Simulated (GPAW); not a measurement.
```xyz
3
Lattice="3.565 0.000 0.000 -1.782 3.087 0.000 0.000 0.000 14.300" Properties=species:S:1:pos:R:3 subject="HfS2 (1T monolayer): G0W0 with GPAW, start to end" method="DFT, LDA, plane waves, PAW (and 1 further level or step)" program="GPAW 26.7.0" settings="cutoff 450 eV, GPAW PAW setups 1.2.1 data release, 12×12×1 k-mesh, nbands 367" cost="4 runs, 4.4 min in all on 16 MPI ranks of Arm Neoverse V2, shared host" notes="The structure was relaxed with LDA. Limits: no spin-orbit coupling." lda_gap="1.00 eV, indirect" g0w0_gap_on_the_mesh="2.41 eV" gw_settings="12×12×1 mesh, 166 bands, screening to 60 eV, full frequency, Hilbert transform" known_limits="short of the basis limit; no spin-orbit coupling"
Hf    0.000    0.000    7.150
S     0.000    2.058    8.589
S     1.782    1.029    5.711
```

[Long decimals in the printed logs are rounded to 6 places.]

[Logs are printed without paths, hosts, clocks, repeated set-up lines and the standing remarks that a program may print on its own settings, such as how far it seeks lower states.]

[Paths, hosts, dates, memory and timing lines, banners, echoed tables and standing remarks are left out of the program output; an Ansatz launch command may be rebuilt from the run's recorded settings. Measured values are a selection of at most five: reports struck by readers or far from the other reports are left out. None is set beside runs whose start may be inverted or whose files or cutoffs have a known fault.]

[Runs of the session that timed out or met a known fault of the program may be left out.]

[Hosts, paths, dates, database ids (printed as entryN), source tags and the programs' standing remarks are cut or masked in the printed files.]

[Where the starting crystal was built by hand or by swapping elements, it need not be the compound's stable phase.]
